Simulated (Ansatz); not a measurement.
# Is TiInSi in the AlB2 type a stable metal?

Question: is the lattice of TiInSi in the AlB2 type stable, and if so, what are its coupling constant and resistivity?

Calculated with Ansatz 0.2.0; DFT PBE, scalar-relativistic, plane waves, PAW; PAW set soft_1.

The structure was built from a prototype and need not be the compound's stable phase.

## (1) The structure

The structure is hexagonal, space group P-6m2 (No. 187). The conventional cell has a = 4.123 Å, b = 4.123 Å, c = 4.330 Å, α = 90.00°, β = 90.00°, γ = 120.00°. Ti has 6 Si at 3.22 Å and 6 In at 3.22 Å nearest. Nearest to Si lie 3 In at 2.38 Å and 6 Ti at 3.22 Å. Nearest to In lie 3 Si at 2.38 Å and 6 Ti at 3.22 Å. Farther neighbours are not listed.

## (2) Relaxing cell and atoms

The structure is brought to rest under this functional.

input.yaml

```yaml
crystal:
  lattice:
    - [4.12344, 0.0, 0.0]
    - [-2.06172, 3.57101, 0.0]
    - [0.0, 0.0, 4.32962]
  atoms:
    - { symbol: Ti, position: [0.0, 0.0, 0.0] }
    - { symbol: Si, position: [0.33333333, 0.66666667, 0.5] }
    - { symbol: In, position: [0.66666667, 0.33333333, 0.5] }
kpoints:
  mp_grid: { grid: [9, 9, 8] }
hamiltonian:
  xc: pbe
  pseudopotentials: { kind: paw, azcp: { folder: soft_1 } }
scf:
  occupations: { method: gaussian, width: 0.1 }
output:
  forces: true
  stress: true
  eigenvalues: true
relax:
  adjacent_minimum: "off"
  f_tol: 0.005
  max_steps: 80
  cell: { stress_tol: 0.05 }
```

On the command line:

```sh
$ ansatz run input.yaml --threads 4 --pin off --max-ram 12288MiB --backend cpu --events-out ev --progress --plain --runs-dir out
```

Numbers of over 12 decimals in the logs are rounded to 6 here.

Output:

```text
Engine: ansatz 0.2.0, aarch64-unknown-linux-gnu
Pseudopotentials: kind: paw
Pseudopotential: Ti, paw, valence charge 12, recommended cutoff 420 eV (normal), soft_1/Ti.paw.azcp
Pseudopotential: Si, paw, valence charge 4, recommended cutoff 420 eV (normal), soft_1/Si.paw.azcp
Pseudopotential: In, paw, valence charge 13, recommended cutoff 420 eV (normal), soft_1/In.paw.azcp
Functional definition: PBE
  parameter kappa = 0.804
  parameter beta = 0.066725
  exchange = pbe_x(kappa = kappa, mu = beta*pi^2/3)
  correlation = pbe_c(beta = beta)
Crystal: 3 atoms, lattice volume = 63.753 Å³
Basis set: ecut = 420 eV, 1203 PW (Γ), exchange–correlation on 60×60×60 points (8 copies of the dense FFT grid, shifted against one another)
Bands: 19, of which v1, the nominal top of the filled ones, is band 15 counted from 1 (14 counted from 0)
Symmetry: 12 space group operations
Space group: P-6m2 (ITA 187), of the structure as read, at distance tolerance 4.0e-5 Å
k-points: 60 of 648 (time reversal used)
Non-local potential: Ti, projectors of the file, l = 0: 3, l = 1: 2, l = 2: 3, l = 3: 1
Non-local potential: Si, projectors of the file, l = 0: 2, l = 1: 2, l = 2: 1
Non-local potential: In, projectors of the file, l = 0: 2, l = 1: 2, l = 2: 2, l = 3: 1
PAW form: soft (Blöchl's): semilocal exchange-correlation on the pseudo side does not see the compensation charge
PAW one-centre angular grid: Ti, 590 points (default); XC on 64 Gauss nodes
PAW one-centre angular grid: Si, 110 points (default); XC on 64 Gauss nodes
PAW one-centre angular grid: In, 590 points (default); XC on 64 Gauss nodes
Initial density: superposition of atomic densities (chi_scale 0.1, normalization cell, long waves kept (reshape's long-wave potential 0.00 eV rms))
Initial wavefunctions: pseudopotential atomic-orbital guess
Functional: x = pbe(κ = 0.804, μ = 0.219515), c = pbe(β = 0.066725)
SCF iter   1: F=—  HF=-8731.596707 eV  |F-HF|=—  |Δ(HF+E_count)|=         —  Δρ=3.03e-2  dr2=7.27e-1  ethr=3.10e-3  ⟨swp⟩=6.0  Hψ=5633  notcnv=0
preconditioner: auto → Kerker (q_TF=auto, 2.393 Å⁻¹)  [metal: Δε(μ)=0.012 eV  Ē_g=9.611 eV  σ=0.100 eV  W_gap=0.07  n_scr=20 (ndim 8)  ℏωp=21.3 eV  f_vac=0.000  D(μ)=5.03/eV (n_scr^D=58)]
SCF iter   2: F=—  HF=-8731.404776 eV  |F-HF|=—  |Δ(HF+E_count)|=   1.92e-1  Δρ=1.72e-2  dr2=1.71e-1  ethr=2.51e-3  ⟨swp⟩=2.1  Hψ=2433  notcnv=0
SCF iter   3: F=—  HF=-8731.386044 eV  |F-HF|=—  |Δ(HF+E_count)|=   1.87e-2  Δρ=5.59e-3  dr2=1.82e-2  ethr=5.89e-4  ⟨swp⟩=2.6  Hψ=1935  notcnv=0
SCF iter   4: F=—  HF=-8731.384225 eV  |F-HF|=—  |Δ(HF+E_count)|=   1.82e-3  Δρ=6.62e-4  dr2=2.50e-4  ethr=6.27e-5  ⟨swp⟩=2.2  Hψ=1628  notcnv=0
SCF iter   5: F=—  HF=-8731.384271 eV  |F-HF|=—  |Δ(HF+E_count)|=   4.62e-5  Δρ=2.21e-4  dr2=2.17e-5  ethr=8.64e-7  ⟨swp⟩=2.2  Hψ=1692  notcnv=0
SCF iter   6: F=—  HF=-8731.384262 eV  |F-HF|=—  |Δ(HF+E_count)|=   9.73e-6  Δρ=7.45e-5  dr2=2.91e-6  ethr=7.50e-8  ⟨swp⟩=2.3  Hψ=1984  notcnv=0
SCF iter   7: F=—  HF=-8731.384261 eV  |F-HF|=—  |Δ(HF+E_count)|=   2.04e-7  Δρ=1.79e-5  dr2=3.45e-7  ethr=1.00e-8  ⟨swp⟩=2.0  Hψ=1546  notcnv=0
SCF iter   8: F=-8731.384261 eV  HF=-8731.384261 eV  |F-HF|=4.29e-9  |Δ(HF+E_count)|=   3.70e-8  Δρ=5.61e-6  dr2=2.52e-8  ethr=3.45e-10  ⟨swp⟩=5.1  Hψ=4875  notcnv=0
SCF 1 converged in 8 iterations: F = -8731.384261 eV  dr2 = 2.52e-8
  greatest PAW one-centre occupation: 0.999 electrons in one spin orbital (limit 2), on the Ti atom at site 0 (counted from 0), in its partial waves of l = 0
relax step   1: F+E_penalty+E_count = -8731.38426143 eV  Δ(F+E_penalty+E_count) = +0.000e0 eV  max|allowed force component| = 1.049e-16 eV/Å  Δτ_max = 0.0000 Å  P = +0.420 GPa  Ω = 63.753 Å³  (8 SCF iters, dr2 threshold 1.00e-7 eV, accepted)
Crystal: 3 atoms, lattice volume = 62.818 Å³
Basis set: ecut = 420 eV, 1195 PW (Γ), exchange–correlation on 60×60×60 points (8 copies of the dense FFT grid, shifted against one another)
Initial density: handed on by an earlier stage of this run
Initial wavefunctions: those handed on with the density
iter 1 solved again at ethr=5.74e-5 eV; its pass at ethr=3.10e-3 eV (dr2=1.67e-2 eV) is discarded
SCF iter   1: F=—  HF=-8731.769585 eV  |F-HF|=—  |Δ(HF+E_count)|=         —  Δρ=4.53e-3  dr2=1.70e-2  ethr=5.74e-5  ⟨swp⟩=1.1  Hψ=6982  notcnv=0
preconditioner: auto → Kerker (q_TF=auto, 2.399 Å⁻¹)  [metal: Δε(μ)=0.010 eV  Ē_g=10.356 eV  σ=0.100 eV  W_gap=0.06  n_scr=20 (ndim 8)  ℏωp=21.5 eV  f_vac=0.000  D(μ)=4.21/eV (n_scr^D=46)]
SCF iter   2: F=—  HF=-8731.767746 eV  |F-HF|=—  |Δ(HF+E_count)|=   1.84e-3  Δρ=2.69e-3  dr2=6.36e-3  ethr=5.74e-5  ⟨swp⟩=1.0  Hψ=1140  notcnv=0
SCF iter   3: F=—  HF=-8731.766548 eV  |F-HF|=—  |Δ(HF+E_count)|=   1.20e-3  Δρ=3.37e-4  dr2=1.02e-4  ethr=2.19e-5  ⟨swp⟩=2.0  Hψ=1422  notcnv=0
SCF iter   4: F=—  HF=-8731.766521 eV  |F-HF|=—  |Δ(HF+E_count)|=   2.69e-5  Δρ=1.27e-4  dr2=1.62e-5  ethr=3.51e-7  ⟨swp⟩=2.5  Hψ=1777  notcnv=0
SCF iter   5: F=—  HF=-8731.766517 eV  |F-HF|=—  |Δ(HF+E_count)|=   4.04e-6  Δρ=3.53e-5  dr2=1.09e-6  ethr=5.58e-8  ⟨swp⟩=2.3  Hψ=1791  notcnv=0
SCF iter   6: F=-8731.766516 eV  HF=-8731.766517 eV  |F-HF|=3.14e-8  |Δ(HF+E_count)|=   1.12e-7  Δρ=9.11e-6  dr2=7.07e-8  ethr=1.03e-9  ⟨swp⟩=5.5  Hψ=5092  notcnv=0
SCF 2 converged in 6 iterations: F = -8731.766516 eV  dr2 = 7.07e-8
relax step   2: F+E_penalty+E_count = -8731.76651647 eV  Δ(F+E_penalty+E_count) = -3.823e-1 eV  max|allowed force component| = 6.476e-17 eV/Å  Δτ_max = 0.0000 Å  P = -1.627 GPa  Ω = 62.818 Å³  energy of the carried Pulay correction = +1.179e-4 eV  (6 SCF iters, dr2 threshold 3.00e-7 eV, accepted)
Crystal: 3 atoms, lattice volume = 60.664 Å³
Basis set: ecut = 420 eV, 1171 PW (Γ), exchange–correlation on 60×60×60 points (8 copies of the dense FFT grid, shifted against one another)
iter 1 solved again at ethr=4.78e-5 eV; its pass at ethr=3.10e-3 eV (dr2=1.39e-2 eV) is discarded
SCF iter   1: F=—  HF=-8732.050417 eV  |F-HF|=—  |Δ(HF+E_count)|=         —  Δρ=3.54e-3  dr2=1.43e-2  ethr=4.78e-5  ⟨swp⟩=1.7  Hψ=6918  notcnv=0
preconditioner: auto → Kerker (q_TF=auto, 2.413 Å⁻¹)  [metal: Δε(μ)=0.019 eV  Ē_g=10.437 eV  σ=0.100 eV  W_gap=0.11  n_scr=20 (ndim 8)  ℏωp=21.8 eV  f_vac=0.000  D(μ)=3.72/eV (n_scr^D=28)]
SCF iter   2: F=—  HF=-8732.048576 eV  |F-HF|=—  |Δ(HF+E_count)|=   1.84e-3  Δρ=2.21e-3  dr2=5.79e-3  ethr=4.78e-5  ⟨swp⟩=1.0  Hψ=1140  notcnv=0
SCF iter   3: F=—  HF=-8732.047163 eV  |F-HF|=—  |Δ(HF+E_count)|=   1.41e-3  Δρ=2.85e-4  dr2=8.01e-5  ethr=2.00e-5  ⟨swp⟩=2.0  Hψ=1441  notcnv=0
[...]
relax step   8: F+E_penalty+E_count = -8733.03301054 eV  Δ(F+E_penalty+E_count) = -2.254e-1 eV  max|allowed force component| = 1.727e-16 eV/Å  Δτ_max = 0.0000 Å  P = +3.661 GPa  Ω = 51.482 Å³  energy of the carried Pulay correction = +1.548e-3 eV  (6 SCF iters, dr2 threshold 3.00e-7 eV, accepted)
relax step   9: F+E_penalty+E_count = -8733.06692719 eV  Δ(F+E_penalty+E_count) = -3.392e-2 eV  max|allowed force component| = 4.934e-17 eV/Å  Δτ_max = 0.0000 Å  P = +1.851 GPa  Ω = 52.360 Å³  energy of the carried Pulay correction = +1.454e-3 eV  (6 SCF iters, dr2 threshold 3.00e-7 eV, accepted)
relax step  10: F+E_penalty+E_count = -8733.09345407 eV  Δ(F+E_penalty+E_count) = -2.653e-2 eV  max|allowed force component| = 1.079e-16 eV/Å  Δτ_max = 0.0000 Å  P = -1.539 GPa  Ω = 53.998 Å³  energy of the carried Pulay correction = +1.243e-3 eV  (6 SCF iters, dr2 threshold 3.00e-7 eV, accepted)
relax step  11: F+E_penalty+E_count = -8733.09784852 eV  Δ(F+E_penalty+E_count) = -4.394e-3 eV  max|allowed force component| = 5.860e-17 eV/Å  Δτ_max = 0.0000 Å  P = -0.026 GPa  Ω = 53.148 Å³  energy of the carried Pulay correction = +1.347e-3 eV  (6 SCF iters, dr2 threshold 3.00e-7 eV, accepted)
relax step  12: F+E_penalty+E_count = -8733.09785623 eV  Δ(F+E_penalty+E_count) = -7.713e-6 eV  max|allowed force component| = 7.710e-17 eV/Å  Δτ_max = 0.0000 Å  P = -0.001 GPa  Ω = 53.135 Å³  energy of the carried Pulay correction = +1.349e-3 eV  (6 SCF iters, dr2 threshold 1.60e-8 eV, accepted)
relax step  13: F+E_penalty+E_count = -8733.10161123 eV  Δ(F+E_penalty+E_count) = -3.755e-3 eV  max|allowed force component| = 1.110e-16 eV/Å  Δτ_max = 0.0000 Å  P = +0.186 GPa  Ω = 53.135 Å³  stress off target by 2.82e-1 GPa  SCF on the basis re-selected at this cell (its energy is not comparable with the rows above)  (7 SCF iters)
relax step  14: F+E_penalty+E_count = -8733.10171927 eV  Δ(F+E_penalty+E_count) = -1.080e-4 eV  max|allowed force component| = 1.974e-16 eV/Å  Δτ_max = 0.0000 Å  P = +0.006 GPa  Ω = 53.237 Å³  energy of the carried Pulay correction = -1.718e-5 eV  (6 SCF iters, dr2 threshold 1.99e-7 eV, accepted)
iter 1 solved again at ethr=1.87e-7 eV; its pass at ethr=3.10e-3 eV (dr2=5.42e-5 eV) is discarded
SCF iter   1: F=—  HF=-8733.101726 eV  |F-HF|=—  |Δ(HF+E_count)|=         —  Δρ=1.58e-5  dr2=5.00e-9  ethr=1.87e-7  ⟨swp⟩=3.0  Hψ=8397  notcnv=0
eigensolver tolerance schedule: the retry pair's looser diagonalisation over-reported the residual by 10841.64 of it (diagonalisation noise at 1.89 of the residual, at the tolerance the schedule requests for it); recorded, not acted on — ethr = c·dr2/N_el stays at c = 1.0e-1
preconditioner: auto → none  [metal: Δε(μ)=0.016 eV  Ē_g=10.757 eV  σ=0.100 eV  W_gap=0.09  n_scr=8 (ndim 8)  ℏωp=23.3 eV  f_vac=0.000  D(μ)=3.28/eV (n_scr^D=32)]
SCF iter   2: F=—  HF=-8733.101738 eV  |F-HF|=—  |Δ(HF+E_count)|=   1.16e-5  Δρ=7.92e-6  dr2=1.94e-9  ethr=1.72e-11  ⟨swp⟩=2.9  Hψ=2248  notcnv=0
SCF iter   3: F=—  HF=-8733.101738 eV  |F-HF|=—  |Δ(HF+E_count)|=   8.51e-8  Δρ=3.44e-6  dr2=2.02e-10  ethr=6.71e-12  ⟨swp⟩=2.0  Hψ=1408  notcnv=0
SCF iter   4: F=—  HF=-8733.101738 eV  |F-HF|=—  |Δ(HF+E_count)|=   1.99e-8  Δρ=2.62e-7  dr2=3.18e-11  ethr=1.00e-12  ⟨swp⟩=2.0  Hψ=1394  notcnv=0
iter 5 did not close the SCF: its close was put off for the readings that it lacked (scf_convergence_deferred on its scf_iter line)
SCF iter   5: F=-8733.101738 eV  HF=-8733.101738 eV  |F-HF|=0.00e0  |Δ(HF+E_count)|=  7.28e-11  Δρ=8.11e-8  dr2=6.54e-12  ethr=1.00e-12  ⟨swp⟩=1.0  Hψ=1140  notcnv=0
iter 6 did not close the SCF: its close was put off for the readings that it lacked (scf_convergence_deferred on its scf_iter line)
SCF iter   6: F=-8733.101738 eV  HF=-8733.101738 eV  |F-HF|=1.82e-12  |Δ(HF+E_count)|=  1.82e-12  Δρ=2.73e-8  dr2=8.01e-13  ethr=1.00e-12  ⟨swp⟩=1.0  Hψ=1140  notcnv=0
iter 7 did not close the SCF: its close was put off for the readings that it lacked (scf_convergence_deferred on its scf_iter line)
SCF iter   7: F=-8733.101738 eV  HF=-8733.101738 eV  |F-HF|=0.00e0  |Δ(HF+E_count)|=    0.00e0  Δρ=5.51e-9  dr2=1.16e-14  ethr=1.00e-12  ⟨swp⟩=1.0  Hψ=1140  notcnv=0
iter 8 did not close the SCF: its close was put off for the readings that it lacked (scf_convergence_deferred on its scf_iter line)
SCF iter   8: F=-8733.101738 eV  HF=-8733.101738 eV  |F-HF|=1.82e-12  |Δ(HF+E_count)|=    0.00e0  Δρ=4.71e-10  dr2=1.78e-16  ethr=1.00e-12  ⟨swp⟩=1.0  Hψ=1140  notcnv=0
SCF iter   9: F=-8733.101738 eV  HF=-8733.101738 eV  |F-HF|=5.46e-12  |Δ(HF+E_count)|=  1.82e-12  Δρ=1.37e-10  dr2=2.19e-17  ethr=1.00e-12  ⟨swp⟩=2.0  Hψ=2760  notcnv=0
SCF 15 converged in 9 iterations: F = -8733.101738 eV  dr2 = 2.19e-17
relax step  15: F+E_penalty+E_count = -8733.10173791 eV  Δ(F+E_penalty+E_count) = -1.863e-5 eV  max|allowed force component| = 1.665e-16 eV/Å  Δτ_max = 0.0000 Å  P = +0.005 GPa  Ω = 53.237 Å³  stress off target by 9.07e-3 GPa  SCF on the basis re-selected at this cell (its energy is not comparable with the rows above)  (9 SCF iters)
basis re-selected at this cell: Δ(F+E_penalty+E_count) = -1.863e-5 eV, ΔP = -0.000 GPa vs the last step (what re-selecting the basis moved, of the pressure what is left beyond the Pulay correction that the steps carried, after the strain that the cell walked since its last selection, with what the two solves' SCF thresholds leave and, on support functions, any second-order correction that the steps lacked; it is no m [...]
SCF converged after 9 iterations
Free energy (F): -8733.101738 eV
Harris-Foulkes:  -8733.101738 eV  (|F-HF|=5.46e-12)
Internal energy: -8733.085326 eV  (E = F + TS)
E sigma→0 (E₀):  -8733.093532 eV
Entropy (-TS):   -0.016412 eV (-5.471 meV/atom)
Fermi energy:    12.664854 eV
--- Per-component energies (eV) ---
  E_band       = -136.268629
  E_kinetic    = 542.037882
  E_local      = -2029.838591  (includes V_loc(G=0)·N_el)
  E_nonlocal   = 409.837874
  E_hartree    = 839.151997
  E_xc         = -316.541245
  E_vxc        = -284.102696  (∫ρ·V_xc dr)
  E_paw        = -5762.898068  (= ΣΔE_a)
  E_vpaw       = -452.507200  (= ΣTr[D̂ρ^β])
  E_aug_tail   = 0.000108  (compensation charges beyond the density's cutoff)
  E_ewald      = -2414.835282
  E_smearing   = -0.016412  (= −TS)
  E_closure    = -0.000000  (closes the sum)
  Σ components = -8733.101738   (vs F -8733.101738, Δ=0.00e0)
--- Forces (eV/Å), atoms counted from 1 ---
  atom   1  Ti     0.00000000     0.00000000     0.00000000
  atom   2  Si    -0.00000000     0.00000000     0.00000000
  atom   3  In    -0.00000000    -0.00000000     0.00000000
  max |Σ_I F_I| component: 5.55e-17 eV/Å
--- Stress (GPa, compression-positive) ---
        0.009070       0.000000       0.000000
        0.000000       0.009070       0.000000
        0.000000       0.000000      -0.001942
  P = ⅓ Tr σ = 0.0054 GPa (0.054 kbar)
--- Band table (eV; the first three rows and the last of 60) ---
  k-point 0: bands = [... 11 lower, 8.9982, 9.1398, 11.4837, 12.7255, 12.7255, 14.8310, 14.8310, 15.6278]
  k-point 1: bands = [... 11 lower, 9.2944, 9.4164, 11.7971, 12.4920, 12.4920, 15.1365, 15.1365, 15.6115]
  k-point 2: bands = [... 11 lower, 10.1366, 10.2538, 11.5357, 12.0040, 12.0040, 14.3454, 15.2101, 15.2101]
  k-point 59: bands = [... 11 lower, 8.8148, 9.9011, 10.3741, 13.0621, 13.2893, 14.0003, 14.1332, 14.1882]
--- Relaxed structure (13 steps of the walk, 13 accepted, 2 SCFs on fresh bases) ---
  F+E_penalty+E_count = -8733.10173791 eV   max|allowed force component| = 1.665e-16 eV/Å   (the final SCF, on the basis selected at the relaxed cell)
  cell:  # Å, volume = 53.2369 Å³
    - [4.694975, 0, 0.0]
    - [-2.347488, 4.065968, 0.0]
    - [0.0, 0.0, 2.788791]
  atoms:
    - { symbol: Ti, position: [0, 0, 0.0] }
    - { symbol: Si, position: [0.333333, 0.666667, 0.500000] }
    - { symbol: In, position: [0.666667, 0.333333, 0.500000] }
```

Elapsed: 32 s, on 4 threads of Arm Neoverse V1, shared host; peak memory 0.45 GiB.

Step by step:

```tsv
step	energy less that of the first step (eV)	largest force component (eV/Å)	pressure (GPa)	volume (Å³)
1	0.0000	0.0000	0.42	63.75
2	-0.3823	0.0000	-1.63	62.82
3	-0.6629	0.0000	-1.50	60.66
4	-0.8825	0.0000	-0.90	58.45
5	-1.0336	0.0000	0.24	56.27
6	-1.1648	0.0000	1.12	54.65
7	-1.4234	0.0000	1.67	53.23
8	-1.6488	0.0000	3.66	51.48
9	-1.6827	0.0000	1.85	52.36
10	-1.7092	0.0000	-1.54	54.00
11	-1.7136	0.0000	-0.03	53.15
12	-1.7136	0.0000	0.00	53.13
13*	-1.7174	0.0000	0.19	53.13
14	-1.7175	0.0000	0.01	53.24
15*	-1.7175	0.0000	0.01	53.24
```

Relaxation steps marked * repeat the geometry before them on a plane-wave basis chosen anew for their cell, so energy and pressure can jump there.

The run keeps the 12 symmetry operations that it works with, so distortions that break them were not tested.

```tsv
cell as run	before	after	change
a (Å)	4.123	4.695	+13.9 %
b (Å)	4.123	4.695	+13.9 %
c (Å)	4.330	2.789	-35.6 %
volume (Å³/atom)	21.25	17.75	-16.5 %
```

The relaxed structure:

```
Ti Si In
1.0
     4.69498    0.00000    0.00000
    -2.34749    4.06597    0.00000
     0.00000    0.00000    2.78879
Ti Si In
1 1 1
Direct
  0.00000 0.00000 0.00000
  0.33333 0.66667 0.50000
  0.66667 0.33333 0.50000
```

This step gave:

| Quantity | Value |
| --- | --- |
| pressure | 0.005399 GPa |
| volume per atom | 17.75 Å³/atom |
| metallic on mesh | yes |
| gap on the k-mesh | 0 eV |

The largest force is now zero by symmetry and the largest stress component 0.0091 GPa.

## (3) Relaxation

The relaxation is repeated from the new cell as a check.

input.yaml, the sections that differ from step 2:

```yaml
crystal:
  lattice:
    - [4.6949750764, 0.0, 0.0]
    - [-2.3474875382, 4.0659676863, 0.0]
    - [0.0, 0.0, 2.7887907698]
  atoms:
    - { symbol: Ti, position: [0.0, 0.0, 0.0] }
    - { symbol: Si, position: [0.3333333333, 0.6666666667, 0.5] }
    - { symbol: In, position: [0.6666666667, 0.3333333333, 0.5] }
kpoints:
  mp_grid: { grid: [9, 9, 10] }
# hamiltonian, scf, output, relax: as in step 2
```

Output:

```text
[the first part of the log is left out]
  E_vxc        = -284.082526  (∫ρ·V_xc dr)
  E_paw        = -5762.838714  (= ΣΔE_a)
  E_vpaw       = -452.440826  (= ΣTr[D̂ρ^β])
  E_aug_tail   = 0.000112  (compensation charges beyond the density's cutoff)
  E_ewald      = -2410.502965
  E_smearing   = -0.013350  (= −TS)
  E_closure    = -0.000000  (closes the sum)
  Σ components = -8733.110138   (vs F -8733.110138, Δ=0.00e0)
[...]
--- Stress (GPa, compression-positive) ---
        0.021811      -0.000000       0.000000
        0.000000       0.021811       0.000000
        0.000000       0.000000       0.029511
  P = ⅓ Tr σ = 0.0244 GPa (0.244 kbar)
--- Band table (eV; the first three rows and the last of 72) ---
[...]
--- Relaxed structure (3 steps of the walk, 3 accepted, 1 SCFs on fresh bases) ---
[...]
cell:  # Å, volume = 53.3476 Å³
    - [4.723902, 0.0, 0.0]
    - [-2.361951, 4.091020, 0.0]
    - [0.0, 0.0, 2.760465]
  atoms:
    - { symbol: Ti, position: [0, 0, 0.0] }
    - { symbol: Si, position: [0.333333, 0.666667, 0.5] }
    - { symbol: In, position: [0.666667, 0.333333, 0.5] }
```

The job ended after 9.8 s (4 threads; peak memory 0.44 GiB; 36 s of CPU time).

The steps of the relaxation:

```tsv
step	energy less that of the first step (eV)	largest force component (eV/Å)	pressure (GPa)	volume (Å³)
1	0.0000	0.0000	0.13	53.24
2	-0.0042	0.0000	-0.04	53.38
3	-0.0042	0.0000	0.02	53.35
4	-0.0042	0.0000	0.02	53.35
```

The log counts 1 steps on a newly chosen plane-wave basis, not all of them marked here; energy and pressure can jump at such steps.

```tsv
conventional cell, symmetrised	before	after	change
a (Å)	4.695	4.724	+0.6 %
b (Å)	4.695	4.724	+0.6 %
c (Å)	2.789	2.760	-1.0 %
volume (Å³/atom)	17.75	17.78	+0.2 %
```

Final coordinates:

```xyz
3
Lattice="4.7239 0.0000 0.0000 -2.3620 4.0910 0.0000 0.0000 0.0000 2.7605" Properties=species:S:1:pos:R:3 pbc="T T T"
Ti    0.0000    0.0000    0.0000
Si    0.0000    2.7273    1.3802
In    2.3620    1.3637    1.3802
```

Numbers from this step:

* pressure: 0.02438 GPa
* volume per atom: 17.78 Å³/atom

The largest force is now zero by symmetry and the largest stress component 0.030 GPa.

(Continued in part 2 of 3.)

[Logs are printed without paths, hosts, clocks, repeated set-up lines and the standing remarks that a program may print on its own settings, such as how far it seeks lower states.]

[Hosts, paths, dates, database ids (printed as entryN), source tags and the programs' standing remarks are cut or masked in the printed files.]
